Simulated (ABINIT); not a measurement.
## Quasiparticle gap of KBr (Fm-3m) in ABINIT

Aim: the G0W0 gap of KBr (Fm-3m) on LDA, step by step.

Program: ABINIT 10.8.3. Level of theory: LDA and many-body steps on it, plane waves. Results are calculated unless marked as measured.

This is a report of a sequence of runs, with most program output left out.

### 1. The structure

It takes space group Fm-3m (No. 225, cubic). The conventional cell has a = 6.600 Å, b = 6.600 Å, c = 6.600 Å, α = 90.00°, β = 90.00°, γ = 90.00°. Nearest to K lie 6 Br at 3.30 Å. Nearest to Br lie 6 K at 3.30 Å. Farther neighbours and most contacts between anions are not listed.

The cell and positions come from the Crystallography Open Database and are kept as given unless a step says otherwise.

### 2. Ground state

This step: ABINIT 10.8.3; DFT, LDA, plane waves, norm-conserving pseudopotentials.

The ground-state density comes first.

run.abi reads:

```
acell 3*1.0 Angstrom
rprim 
  0.000000000000 3.300000000000 3.300000000000
  3.300000000000 0.000000000000 3.300000000000
  3.300000000000 3.300000000000 0.000000000000
ntypat 2
znucl 19 35
natom 2
typat 1 2
xred 
  0.000000000000 0.000000000000 0.000000000000
  0.500000000000 0.500000000000 0.500000000000
pp_dirpath "pseudos"
pseudos "K.upf, Br.upf"
ecut 32
ngkpt 6 6 6
nshiftk 1
shiftk 0 0 0
kptopt 1
chksymbreak 0
nband 13
occopt 1
tolvrs 1e-10
nstep 60
prtwf 0
optforces 0
optstress 0
indata_prefix "in"
outdata_prefix "out"
tmpdata_prefix "tmp"
```

Started as:

```sh
OMP_NUM_THREADS=1 mpirun -n 4 abinit run.abi > log
```

It took 7.2 s on 4 MPI ranks of Arm Neoverse V2, shared host; peak memory 0.33 GiB; 28 s of CPU time.

This step gave:

```
total energy               : -1247.1443 eV
gap                        : 4.032 eV
k of the valence top       : 0, 0, 0
k of the conduction bottom : 0, 0, 0
least direct gap           : 4.032 eV
```

The gap is direct, at Γ.

### 3. Bands along the symmetry lines

The cheap functional maps the bands first; the places of the edges decide which points the dearer methods must see.

run.abi reads:

```
acell 3*1.0 Angstrom
rprim 
  0.000000000000 3.300000000000 3.300000000000
  3.300000000000 0.000000000000 3.300000000000
  3.300000000000 3.300000000000 0.000000000000
ntypat 2
znucl 19 35
natom 2
typat 1 2
xred 
  0.000000000000 0.000000000000 0.000000000000
  0.500000000000 0.500000000000 0.500000000000
pp_dirpath "pseudos"
pseudos "K.upf, Br.upf"
ecut 32
iscf -2
irdden 1
kptopt 0
nkpt 50
kpt 
  0.00000000 0.00000000 0.00000000
  0.06250000 0.00000000 0.06250000
  0.12500000 0.00000000 0.12500000
  0.18750000 0.00000000 0.18750000
  0.25000000 0.00000000 0.25000000
  0.31250000 0.00000000 0.31250000
  0.37500000 0.00000000 0.37500000
  0.43750000 0.00000000 0.43750000
  0.50000000 0.00000000 0.50000000
  0.51562500 0.03125000 0.51562500
  0.53125000 0.06250000 0.53125000
  0.54687500 0.09375000 0.54687500
  0.56250000 0.12500000 0.56250000
  0.57812500 0.15625000 0.57812500
  0.59375000 0.18750000 0.59375000
  0.60937500 0.21875000 0.60937500
  0.62500000 0.25000000 0.62500000
  0.37500000 0.37500000 0.75000000
  0.32812500 0.32812500 0.65625000
  0.28125000 0.28125000 0.56250000
  0.23437500 0.23437500 0.46875000
  0.18750000 0.18750000 0.37500000
  0.14062500 0.14062500 0.28125000
  0.09375000 0.09375000 0.18750000
  0.04687500 0.04687500 0.09375000
  0.00000000 0.00000000 0.00000000
  0.06250000 0.06250000 0.06250000
  0.12500000 0.12500000 0.12500000
  0.18750000 0.18750000 0.18750000
  0.25000000 0.25000000 0.25000000
  0.31250000 0.31250000 0.31250000
  0.37500000 0.37500000 0.37500000
  0.43750000 0.43750000 0.43750000
  0.50000000 0.50000000 0.50000000
  0.50000000 0.46875000 0.53125000
  0.50000000 0.43750000 0.56250000
  0.50000000 0.40625000 0.59375000
  0.50000000 0.37500000 0.62500000
  0.50000000 0.34375000 0.65625000
  0.50000000 0.31250000 0.68750000
  0.50000000 0.28125000 0.71875000
  0.50000000 0.25000000 0.75000000
  0.50000000 0.21875000 0.71875000
  0.50000000 0.18750000 0.68750000
  0.50000000 0.15625000 0.65625000
  0.50000000 0.12500000 0.62500000
  0.50000000 0.09375000 0.59375000
  0.50000000 0.06250000 0.56250000
  0.50000000 0.03125000 0.53125000
  0.50000000 0.00000000 0.50000000
istwfk *1
nband 15
nbdbuf 2
tolwfr 1e-08
nstep 40
prtwf 0
prtvol 0
indata_prefix "in"
outdata_prefix "out"
tmpdata_prefix "tmp"
```

It took 16 s on 4 MPI ranks; peak memory 0.31 GiB; 64 s of CPU time.

Numbers from this step:

| Property | Result |
| --- | --- |
| gap | 4.032 eV |
| k of the valence top | 0, 0, 0 |
| k of the conduction bottom | 0, 0, 0 |
| least direct gap | 4.032 eV |

The gap is 4.032 eV, as in the run before at this level.

The electronic bands at the labelled points (eV, zero at the top of the highest filled band; v1 is the highest filled band, c1 the lowest empty one):

```csv
point,v4,v3,v2,v1,c1,c2,c3,c4
Γ,-11.13,0.00,0.00,0.00,4.03,7.36,7.36,7.36
halfway,-11.06,-0.75,-0.17,-0.17,5.54,6.25,8.66,8.81
X,-11.17,-0.85,-0.30,-0.30,5.57,6.86,9.14,9.19
halfway,-11.14,-0.82,-0.42,-0.31,5.78,7.13,8.78,9.30
U,-11.07,-0.73,-0.68,-0.35,6.30,7.84,8.16,8.91
jump to K,-11.07,-0.73,-0.68,-0.35,6.30,7.84,8.16,8.91
halfway,-11.00,-0.83,-0.26,-0.26,5.80,6.99,8.14,8.66
Γ,-11.13,0.00,0.00,0.00,4.03,7.36,7.36,7.36
halfway,-11.01,-0.72,-0.18,-0.18,5.32,7.21,8.07,8.07
L,-10.91,-1.25,-0.35,-0.35,6.25,7.93,9.52,9.52
halfway,-10.99,-1.02,-0.49,-0.38,6.69,7.51,8.59,9.06
W,-11.05,-0.62,-0.62,-0.57,7.10,7.10,7.96,8.72
halfway,-11.11,-0.79,-0.44,-0.40,6.00,7.33,8.42,9.16
X,-11.17,-0.85,-0.30,-0.30,5.57,6.86,9.14,9.19
```

### 4. Empty states on the mesh, 4×4×4 mesh, 68 bands

The sums over transitions need many empty states on a uniform mesh; this step solves for them.

run.abi reads:

```
acell 3*1.0 Angstrom
rprim 
  0.000000000000 3.300000000000 3.300000000000
  3.300000000000 0.000000000000 3.300000000000
  3.300000000000 3.300000000000 0.000000000000
ntypat 2
znucl 19 35
natom 2
typat 1 2
xred 
  0.000000000000 0.000000000000 0.000000000000
  0.500000000000 0.500000000000 0.500000000000
pp_dirpath "pseudos"
pseudos "K.upf, Br.upf"
ecut 32
ngkpt 4 4 4
nshiftk 1
shiftk 0 0 0
kptopt 1
chksymbreak 0
iscf -2
irdden 1
istwfk *1
nband 68
nbdbuf 6
tolwfr 1e-09
nstep 60
prtvol 0
indata_prefix "in"
outdata_prefix "out"
tmpdata_prefix "tmp"
```

Elapsed: 13 s, on 4 MPI ranks; peak memory 0.31 GiB.

Numbers from this step:

* gap: 4.032 eV
* k of the valence top: 0, 0, 0
* k of the conduction bottom: 0, 0, 0
* least direct gap: 4.032 eV
* k points computed: 8
* lowest point of the top converged band, above the valence top: 42.98 eV

On this mesh the gap is 4.032 eV.

### 5. Screening, 4×4×4 mesh, 62 bands, screening to 108.8 eV

The RPA dielectric matrix is built and inverted for each q.

This step: RPA screening on LDA, plane waves, norm-conserving pseudopotentials.

Edit run.abi of step 4 so:

```diff
@@ -20,10 +20,11 @@
 chksymbreak 0
-iscf -2
-irdden 1
 istwfk *1
-nband 68
-nbdbuf 6
-tolwfr 1e-09
-nstep 60
-prtvol 0
+occopt 1
+irdwfk 1
+optdriver 3
+nband 62
+ecuteps 4
+inclvkb 2
+awtr 1
+symchi 1
 indata_prefix "in"
```

It took 10 s on 4 MPI ranks; peak memory 0.7 GiB.

Numbers from this step:

```
ε∞ with local fields, on this mesh, along the program's q direction : 2.498
the same without local fields                                       : 2.993
plasma frequency                                                    : 17.52 eV
plane waves in the screening matrix                                 : 169
```

Local fields lower ε∞ by 17 %.

### 6. Self-energy, 4×4×4 mesh, 62 bands, screening to 108.8 eV

The self-energy is evaluated for the states that the input lists, and the levels follow from it, in one-shot runs by the linearised quasiparticle equation.

This step: G0W0 on LDA, plane waves, norm-conserving pseudopotentials.

Edit run.abi of step 5 so:

```diff
@@ -23,8 +23,15 @@
 irdwfk 1
-optdriver 3
+optdriver 4
 nband 62
+gwcalctyp 0
+ecutsigx 32
+symsigma 1
+nkptgw 1
+kptgw 
+  0.0000000000 0.0000000000 0.0000000000
+bdgw 
+  6 12
 ecuteps 4
-inclvkb 2
-awtr 1
-symchi 1
+irdscr 1
+ppmodel 1
 indata_prefix "in"
```

Run time: 3.5 s. Hardware: 4 MPI ranks; peak memory 0.66 GiB.

Numbers from this step:

| Property | Result |
| --- | --- |
| G0W0 gap on the points computed | 6.687 eV |
| starting gap on the mesh | 4.032 eV |
| k of the valence top | 0, 0, 0 |
| k of the conduction bottom | 0, 0, 0 |
| Z at the valence top | 0.813 |
| Z at the conduction bottom | 0.862 |
| least direct G0W0 gap on the computed points | 6.687 eV |

The gap on the mesh goes from 4.03 eV to 6.69 eV, a correction of +2.66 eV.

Limits: finite bands, cutoff and mesh; no spin-orbit coupling. v1 is the top filled band, c1 the lowest empty one. Levels before and after the correction, in eV, zero at the valence-band top of each column:

```csv
,conduction bottom,valence top
Kohn-Sham,4.03,0.00
G0W0,6.69,0.00
```

```csv
,level,energy (eV)
Kohn-Sham,Γ v3-v1,0.000
Kohn-Sham,Γ c1,4.032
Kohn-Sham,Γ c2-c4,7.359
G0W0,Γ v3-v1,0.000
G0W0,Γ c1,6.687
G0W0,Γ c2-c4,10.704
```

### 7. Where the time went

Times are wall times on 4 MPI ranks of Arm Neoverse V2, shared host, good to a factor of about two.

```csv
step,time,share,memory (GiB)
ground state,7.2 s,14 %,0.33
bands along the symmetry lines,16 s,32 %,0.31
empty states on the mesh,13 s,27 %,0.31
screening,10 s,20 %,0.7
self-energy,3.5 s,7 %,0.66
```

### 8. What came out

| Quantity | Value |
| --- | --- |
| LDA gap | 4.03 eV, direct |
| G0W0 gap on the mesh | 6.69 eV |
| GW settings | 4×4×4 mesh, 62 bands, screening to 108.8 eV, Godby-Needs plasmon pole |
| known limits | not at the basis limit; no spin-orbit coupling |

What this shows: G0W0 moves the gap on the mesh from 4.03 eV to 6.69 eV (+2.66 eV), with Z of 0.81 and 0.86 at the edges. Local fields lower the RPA ε∞ on this mesh from 2.99 to 2.50. Only 1 of the mesh's irreducible points was corrected, so a valley elsewhere could overtake. Bands and cutoff are finite, so the gap is not at the basis limit. The miss can reach some tenths of an eV and take either sign; the mesh is an error of its own. In the G0W0 run levels were corrected at 1 k point alone, so a gap called «on the mesh» is the least over those, and an edge elsewhere would be missed. The many-body steps are scalar-relativistic: spin-orbit coupling is not in them.

[Paths, hosts, dates, memory and timing lines, banners, echoed tables and standing remarks are left out of the program output.]

[Logs are printed without paths, hosts, clocks, repeated set-up lines and the standing remarks that a program may print on its own settings, such as how far it seeks lower states.]

[Runs of the session that timed out or met a known fault of the program may be left out.]

[Hosts, paths, dates, database ids (printed as entryN), source tags and the programs' standing remarks are cut or masked in the printed files.]

[G0W0 gaps are taken among the corrected bands and points alone; a level outside them can change the order at an edge.]

[Where Ansatz stands beside ABINIT at settings called matched, ABINIT's density can come from a denser mesh and the files from another edition; pairs whose starting gaps differed by over 0.03 eV were left out, so agreement reads better than it is.]
